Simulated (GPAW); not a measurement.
# Screening of a field by Ti2NS2 MXene monolayer

Wanted: the out-of-plane polarisability of Ti2NS2 MXene monolayer.

Program: GPAW 26.7.0. Level of theory: GPAW, PAW setups; layer in a repeated cell with vacuum, relaxation of atoms and in-plane cell, in the first sound run; inputs show where later runs differ. Results are calculated unless marked as measured.

## Step 1: The starting structure

The cell holds 5 atoms: 2 S, 2 Ti and 1 N. Cell: a = 3.029 Å, b = 3.029 Å, c = 21.936 Å, α = 90.0°, β = 90.0°, γ = 120.0°. Vacuum lies along c.

## Step 2: Relaxing the atoms

The atoms are relaxed first, since the surface dipole, and with it the work function, follows the positions of the outer layers.

run.py reads:

```python
import json
import numpy as np
from ase import Atoms
from ase.filters import FrechetCellFilter
from ase.optimize import BFGS
from gpaw import GPAW, PW

slab = Atoms(
    ['S', 'Ti', 'N', 'Ti', 'S'],
    positions=[
        [-0.00000, 1.74864, 8.00000],
        [1.51437, 0.87432, 9.77267],
        [0.00000, 0.00000, 10.96773],
        [-0.00000, 1.74864, 12.16279],
        [1.51437, 0.87432, 13.93545]],
    cell=[[3.02874, 0.0, 0.0], [-1.51437, 2.62297, 0.0], [0.0, 0.0, 21.9355]],
    pbc=[True, True, True])

slab.calc = GPAW(mode=PW(600), xc='PBE', kpts={'size': (12, 12, 1), 'gamma': True},
                 occupations={'name': 'fermi-dirac', 'width': 0.05}, nbands='160%',
                 convergence={'density': 1e-05}, maxiter=200,
                 symmetry={'tolerance': 1e-3}, txt='slab.txt')
result = {}
# The in-plane cell is free; stress needs a cell that repeats along all three vectors
path = []
opt = BFGS(FrechetCellFilter(slab, mask=[1, 1, 0, 0, 0, 1]), maxstep=0.2)
opt.attach(lambda: path.append((slab.get_potential_energy(), slab.positions.tolist(), slab.get_forces().tolist())))
result['relaxed'] = bool(opt.run(fmax=0.02, steps=45))
result['path'] = path
result['cell'] = slab.cell.tolist()
print('in-plane lattice', slab.cell.cellpar().round(4)[[0, 1, 5]])
energy = slab.get_potential_energy()
fermi = slab.calc.get_fermi_level()
v = slab.calc.get_electrostatic_potential().mean((0, 1)) - fermi
n = slab.calc.get_pseudo_density().mean((0, 1))
L = slab.cell[2, 2]
z = np.arange(len(v)) * L / len(v)
low, high = slab.positions[:, 2].min(), slab.positions[:, 2].max()
below, above = np.interp([low - 5.8, high + 5.8], z, v)
slopes = [np.interp(x, z, np.gradient(v, z)) for x in (low - 5.8, high + 5.8)]
eps = np.array([[slab.calc.get_eigenvalues(k, s) for k in range(len(slab.calc.get_ibz_k_points()))]
                for s in range(slab.calc.get_number_of_spins())]) - fermi
top, bottom = eps[eps < 0].max(), eps[eps > 0].min()
dipole = slab.get_dipole_moment()[2]
print(f'energy {energy:.4f} eV, Fermi level {fermi:.4f} eV, dipole {dipole:.5f} e A')
print(f'potential 5.8 A off the faces, from the Fermi level: lower {below:.4f} eV, upper {above:.4f} eV')
print(f'slope of the potential there: lower {slopes[0]:.5f}, upper {slopes[1]:.5f} eV/A')
print(f'nearest levels on the mesh: {top:.4f} and {bottom:.4f} eV')
print('magnetic moment', round(slab.get_magnetic_moment(), 3))
result.update(energy=energy, fermi=fermi, dipole=dipole, below=below, above=above, slopes=slopes, edges=[top, bottom],
              z=z.tolist(), v=v.tolist(), n=n.tolist(), positions=slab.positions.tolist(),
              forces=slab.get_forces(apply_constraint=False).tolist(), moments=slab.get_magnetic_moments().tolist())
json.dump(result, open('result.json', 'w'))
```

Started as:

```sh
$ OMP_NUM_THREADS=1 OPENBLAS_NUM_THREADS=1 python run.py
```

What it wrote:

```text
Step          Energy          fmax
BFGS:    0      -36.174754        1.585273
BFGS:    1      -36.295414        1.398672
BFGS:    2      -36.440152        2.223844
BFGS:    3      -36.549757        0.704760
BFGS:    4      -36.596792        0.625275
BFGS:    5      -36.828167        0.038612
BFGS:    6      -36.825891        0.017748
in-plane lattice [  3.1609   3.1609 120.    ]
energy -36.8173 eV, Fermi level -0.4720 eV, dipole -0.00068 e A
potential 5.8 A off the faces, from the Fermi level: lower 5.7393 eV, upper 5.7424 eV
slope of the potential there: lower -0.00073, upper -0.00056 eV/A
nearest levels on the mesh: -0.0165 and 0.0340 eV
magnetic moment 0.0
```

The job ended after 7.6 min (1 thread of Intel Xeon Platinum 8488C (Sapphire Rapids), shared host; peak memory 0.4 GiB).

Numbers from this step:

```yaml
dipole_along_the_normal: -6.77e-4 e·Å
levels_nearest_the_fermi_level_on_the_mesh: -0.01646, 0.03399 eV from the Fermi level
```

The electrostatic potential energy of an electron (without an applied field's), less the Fermi level, planar mean oscillates, so the rows of the table below give means over windows of 1.58 Å about each position, cut where the curve ends. Its maxima inside the range that stand out by 2 % of the span (Å: eV): 8.9: -4.82, 10.5: -6.91, 11.4: -6.91, 13.0: -4.81. Its minima: 8.2: -18.8, 9.8: -17.2, 11.0: -12.9, 12.1: -17.2, 13.7: -18.8.

Table of electrostatic potential energy of an electron (without an applied field's), less the Fermi level, planar mean by z; means over each step:

```
z (Å)  electrostatic potential energy of an electron (without an applied field's), less the Fermi level, planar mean (eV)
 0.79                                                                                                                5.74
 2.37                                                                                                                5.74
 3.95                                                                                                                5.74
 5.53                                                                                                                5.71
 7.11                                                                                                                2.41
 8.69                                                                                                               -10.8
10.27                                                                                                               -12.0
11.85                                                                                                               -11.8
13.43                                                                                                               -10.3
15.01                                                                                                                3.83
16.59                                                                                                                5.73
18.17                                                                                                                5.74
19.75                                                                                                                5.74
21.33                                                                                                                5.74
```

The pseudo valence density, planar mean oscillates, so the rows of the table below give means over windows of 1 Å about each position, cut where the curve ends. Its maxima inside the range that stand out by 2 % of the span (Å: e/Å³): 8.6: 0.495, 9.8: 1.41, 10.9: 0.683, 12.1: 1.41, 13.3: 0.495. Its minima: 8.9: 0.438, 10.5: 0.583, 11.4: 0.583, 13.0: 0.438.

The pseudo valence density, planar mean by z; means over each step:

z (Å), pseudo valence density, planar mean (e/Å³) and a bar:
```
        4       0.00 
        5       0.00 
        6       0.00 
        7       0.08 ##
        8       0.39 ###########
        9       0.56 ################
       10       1.03 #############################
       11       0.64 ##################
       12       1.06 ##############################
       13       0.53 ###############
       14       0.37 ###########
       15       0.07 ##
       16       0.00 
       17       0.00
```

The relaxation lowered the energy of the cell by 0.656 eV (energies extrapolated to zero smearing; the optimiser's log prints free energies). The largest force left on a free atom is 0.014 eV/Å.

## Step 3: Plane waves, PBE

The work function is the vacuum plateau of the electrostatic potential less the Fermi level; a dipole layer lets the two faces have plateaus of their own.

This step: GPAW, PAW setups; slab in vacuum (GPAW 26.7.0).

The cell differs from the one that the last finished run ended in (c 21.936 → 21.464 Å).

run.py, as its differences from that of step 2:

```diff
@@ -3,4 +3,2 @@
 from ase import Atoms
-from ase.filters import FrechetCellFilter
-from ase.optimize import BFGS
 from gpaw import GPAW, PW
@@ -10,23 +8,16 @@
     positions=[
-        [-0.00000, 1.74864, 8.00000],
-        [1.51437, 0.87432, 9.77267],
-        [0.00000, 0.00000, 10.96773],
-        [-0.00000, 1.74864, 12.16279],
-        [1.51437, 0.87432, 13.93545]],
-    cell=[[3.02874, 0.0, 0.0], [-1.51437, 2.62297, 0.0], [0.0, 0.0, 21.9355]],
-    pbc=[True, True, True])
+        [-0.00000, 1.82497, 8.00000],
+        [1.58047, 0.91248, 9.55188],
+        [0.00000, 0.00000, 10.73193],
+        [-0.00000, 1.82497, 11.91198],
+        [1.58047, 0.91248, 13.46385]],
+    cell=[[3.16094, -0.0, 0.0], [-1.58047, 2.73746, 0.0], [0.0, 0.0, 21.4638]],
+    pbc=[True, True, False])
 
-slab.calc = GPAW(mode=PW(600), xc='PBE', kpts={'size': (12, 12, 1), 'gamma': True},
+slab.calc = GPAW(mode=PW(500), xc='PBE', kpts={'size': (12, 12, 1), 'gamma': True},
                  occupations={'name': 'fermi-dirac', 'width': 0.05}, nbands='160%',
                  convergence={'density': 1e-05}, maxiter=200,
+                 poissonsolver={'dipolelayer': 'xy'},
                  symmetry={'tolerance': 1e-3}, txt='slab.txt')
 result = {}
-# The in-plane cell is free; stress needs a cell that repeats along all three vectors
-path = []
-opt = BFGS(FrechetCellFilter(slab, mask=[1, 1, 0, 0, 0, 1]), maxstep=0.2)
-opt.attach(lambda: path.append((slab.get_potential_energy(), slab.positions.tolist(), slab.get_forces().tolist())))
-result['relaxed'] = bool(opt.run(fmax=0.02, steps=45))
-result['path'] = path
-result['cell'] = slab.cell.tolist()
-print('in-plane lattice', slab.cell.cellpar().round(4)[[0, 1, 5]])
 energy = slab.get_potential_energy()
```

What it wrote:

```text
energy -36.3540 eV, Fermi level -0.3546 eV, dipole 0.00085 e A
potential 5.8 A off the faces, from the Fermi level: lower 5.7513 eV, upper 5.7334 eV
slope of the potential there: lower 0.00021, upper -0.00021 eV/A
nearest levels on the mesh: -0.0156 and 0.0346 eV
magnetic moment 0.0
```

The job ended after 56 s (1 thread; peak memory 0.25 GiB).

Numbers from this step:

```
dipole along the normal                    : 8.49e-4 e·Å
levels nearest the Fermi level on the mesh : -0.01559, 0.03456 eV from the Fermi level
upper work function                        : 5.733 eV
lower work function                        : 5.751 eV
```

The electrostatic potential energy of an electron (without an applied field's), less the Fermi level, planar mean oscillates, so the rows of the table below give means over windows of 1.53 Å about each position, cut where the curve ends. Its maxima inside the range that stand out by 2 % of the span (Å: eV): 8.7: -4.80, 10.3: -6.94, 11.2: -6.95, 12.7: -4.81. Its minima: 8.0: -18.6, 9.6: -17.2, 10.7: -13.0, 11.9: -17.2, 13.4: -18.6.

Table of electrostatic potential energy of an electron (without an applied field's), less the Fermi level, planar mean by z; means over each step:

z (Å), electrostatic potential energy of an electron (without an applied field's), less the Fermi level, planar mean (eV) and a bar from the least value:
```
     0.77        5.8 ##############################
     2.29        5.8 ##############################
     3.82        5.8 ##############################
     5.35        5.7 ##############################
     6.88        2.4 ########################
     8.41      -10.7 ##
     9.95      -12.0 
    11.47      -12.0 
    13.00      -10.8 ##
    14.53        2.0 ########################
    16.06        5.7 ##############################
    17.59        5.7 ##############################
    19.12        5.7 ##############################
    20.65        5.7 ##############################
```

The pseudo valence density, planar mean oscillates, so the rows of the table below give means over windows of 1 Å about each position, cut where the curve ends. Its maxima inside the range that stand out by 2 % of the span (Å: e/Å³): 8.4: 0.488, 9.6: 1.41, 10.7: 0.684, 11.9: 1.41, 13.0: 0.488. Its minima: 8.8: 0.448, 10.3: 0.598, 11.1: 0.598, 12.6: 0.448.

Pseudo valence density, planar mean against z; means over each step:

| z (Å) | pseudo valence density, planar mean (e/Å³) |
| --- | --- |
| 4 | 1.4e-5 |
| 5 | 3.1e-4 |
| 6 | 0.00757 |
| 7 | 0.149 |
| 8 | 0.431 |
| 9 | 0.732 |
| 10 | 0.894 |
| 11 | 0.657 |
| 12 | 1.06 |
| 13 | 0.465 |
| 14 | 0.307 |
| 15 | 0.0346 |
| 16 | 0.00135 |
| 17 | 5.6e-5 |

The potential is flat to 2.1e-4 eV/Å where it is read, so the vacuum is wide enough.

## Step 4: In a field

A uniform field along the normal polarises the slab; the atoms stay fixed, so this is the electronic response alone.

run.py, as its differences from that of step 3:

```diff
@@ -4,2 +4,3 @@
 from gpaw import GPAW, PW
+from gpaw.external import ConstantElectricField
 
@@ -20,2 +21,3 @@
                  poissonsolver={'dipolelayer': 'xy'},
+                 external=ConstantElectricField(-0.2, [0, 0, 1]),
                  symmetry={'tolerance': 1e-3}, txt='slab.txt')
```

What it wrote:

```text
energy -36.3610 eV, Fermi level -0.3558 eV, dipole -0.07068 e A
potential 5.8 A off the faces, from the Fermi level: lower 5.0053 eV, upper 6.4832 eV
slope of the potential there: lower 0.00020, upper -0.00020 eV/A
nearest levels on the mesh: -0.0156 and 0.0346 eV
magnetic moment 0.0
```

The job ended after 3.7 min (1 thread; peak memory 0.53 GiB).

Numbers from this step:

| Item | Value |
| --- | --- |
| dipole along the normal | -0.07068 e·Å |
| levels nearest the Fermi level on the mesh | -0.01556, 0.03456 eV from the Fermi level |
| potential below the slab, the applied field's own ramp left out | 5.005 eV from the Fermi level |
| potential above the slab, the applied field's own ramp left out | 6.483 eV from the Fermi level |

The electrostatic potential energy of an electron (without an applied field's), less the Fermi level, planar mean oscillates, so the rows of the table below give means over windows of 1.53 Å about each position, cut where the curve ends. Its maxima inside the range that stand out by 2 % of the span (Å: eV): 8.7: -5.20, 10.3: -7.04, 11.2: -6.85, 12.7: -4.42, 20.7: 6.48. Its minima: 8.0: -19.1, 9.6: -17.4, 10.7: -13.0, 11.9: -17.0, 13.4: -18.1.

Electrostatic potential energy of an electron (without an applied field's), less the Fermi level, planar mean against z; means over each step:

z (Å), electrostatic potential energy of an electron (without an applied field's), less the Fermi level, planar mean (eV) and a bar from the least value:
```
     0.77        5.1 ############################
     2.29        5.0 ############################
     3.82        5.0 ############################
     5.35        5.0 ############################
     6.88        1.8 ######################
     8.41      -11.2 ##
     9.95      -12.1 
    11.47      -11.9 
    13.00      -10.3 ###
    14.53        2.7 ########################
    16.06        6.4 ##############################
    17.59        6.5 ##############################
    19.12        6.5 ##############################
    20.65        6.4 ##############################
```

The dipole is now -0.0707 e Å, against 8.5e-4 in the run without a field.

## Step 5: In a field

run.py, as its differences from that of step 4:

```diff
@@ -21,3 +21,3 @@
                  poissonsolver={'dipolelayer': 'xy'},
-                 external=ConstantElectricField(-0.2, [0, 0, 1]),
+                 external=ConstantElectricField(-0.1, [0, 0, 1]),
                  symmetry={'tolerance': 1e-3}, txt='slab.txt')
```

What it wrote:

```text
energy -36.3557 eV, Fermi level -0.3549 eV, dipole -0.03533 e A
potential 5.8 A off the faces, from the Fermi level: lower 5.3734 eV, upper 6.1123 eV
slope of the potential there: lower 0.00020, upper -0.00020 eV/A
nearest levels on the mesh: -0.0156 and 0.0346 eV
magnetic moment 0.0
```

Run time: 3.4 min. Hardware: 1 thread; peak memory 0.52 GiB.

This step gave:

| Quantity | Value |
| --- | --- |
| dipole along the normal | -0.03533 e·Å |
| levels nearest the Fermi level on the mesh | -0.01557, 0.03456 eV from the Fermi level |
| potential below the slab, the applied field's own ramp left out | 5.373 eV from the Fermi level |
| potential above the slab, the applied field's own ramp left out | 6.112 eV from the Fermi level |

The electrostatic potential energy of an electron (without an applied field's), less the Fermi level, planar mean oscillates, so the rows of the table below give means over windows of 1.53 Å about each position, cut where the curve ends. Its maxima inside the range that stand out by 2 % of the span (Å: eV): 8.7: -5.00, 10.3: -6.99, 11.2: -6.90, 12.7: -4.61. Its minima: 8.0: -18.9, 9.6: -17.3, 10.7: -13.0, 11.9: -17.1, 13.4: -18.3.

The electrostatic potential energy of an electron (without an applied field's), less the Fermi level, planar mean by z; means over each step:

z (Å), electrostatic potential energy of an electron (without an applied field's), less the Fermi level, planar mean (eV) and a bar from the least value:
```
     0.77        5.4 #############################
     2.29        5.4 #############################
     3.82        5.4 #############################
     5.35        5.3 #############################
     6.88        2.1 #######################
     8.41      -10.9 ##
     9.95      -12.1 
    11.47      -11.9 
    13.00      -10.5 ###
    14.53        2.3 ########################
    16.06        6.1 ##############################
    17.59        6.1 ##############################
    19.12        6.1 ##############################
    20.65        6.1 ##############################
```

The dipole is now -0.0353 e Å, against 8.5e-4 in the run without a field.

## Step 6: Field on

run.py, as its differences from that of step 5:

```diff
@@ -21,3 +21,3 @@
                  poissonsolver={'dipolelayer': 'xy'},
-                 external=ConstantElectricField(-0.1, [0, 0, 1]),
+                 external=ConstantElectricField(-0.05, [0, 0, 1]),
                  symmetry={'tolerance': 1e-3}, txt='slab.txt')
```

What it wrote:

```text
energy -36.3544 eV, Fermi level -0.3547 eV, dipole -0.01767 e A
potential 5.8 A off the faces, from the Fermi level: lower 5.5577 eV, upper 5.9272 eV
slope of the potential there: lower 0.00020, upper -0.00020 eV/A
nearest levels on the mesh: -0.0156 and 0.0346 eV
magnetic moment 0.0
```

Run time: 3.5 min. Hardware: 1 thread; peak memory 0.53 GiB.

## Step 7: Field on

run.py, as its differences from that of step 6:

```diff
@@ -21,3 +21,3 @@
                  poissonsolver={'dipolelayer': 'xy'},
-                 external=ConstantElectricField(-0.05, [0, 0, 1]),
+                 external=ConstantElectricField(0.05, [0, 0, 1]),
                  symmetry={'tolerance': 1e-3}, txt='slab.txt')
```

What it wrote:

```text
energy -36.3544 eV, Fermi level -0.3547 eV, dipole 0.01767 e A
potential 5.8 A off the faces, from the Fermi level: lower 5.9272 eV, upper 5.5577 eV
slope of the potential there: lower 0.00020, upper -0.00020 eV/A
nearest levels on the mesh: -0.0156 and 0.0346 eV
magnetic moment 0.0
```

Elapsed: 3.5 min, on 1 thread; peak memory 0.53 GiB.

(Continued in part 2 of 2.)

[Logs are printed without paths, hosts, clocks, repeated set-up lines and the standing remarks that a program may print on its own settings, such as how far it seeks lower states.]

[Hosts, paths, dates, database ids (printed as entryN), source tags and the programs' standing remarks are cut or masked in the printed files.]
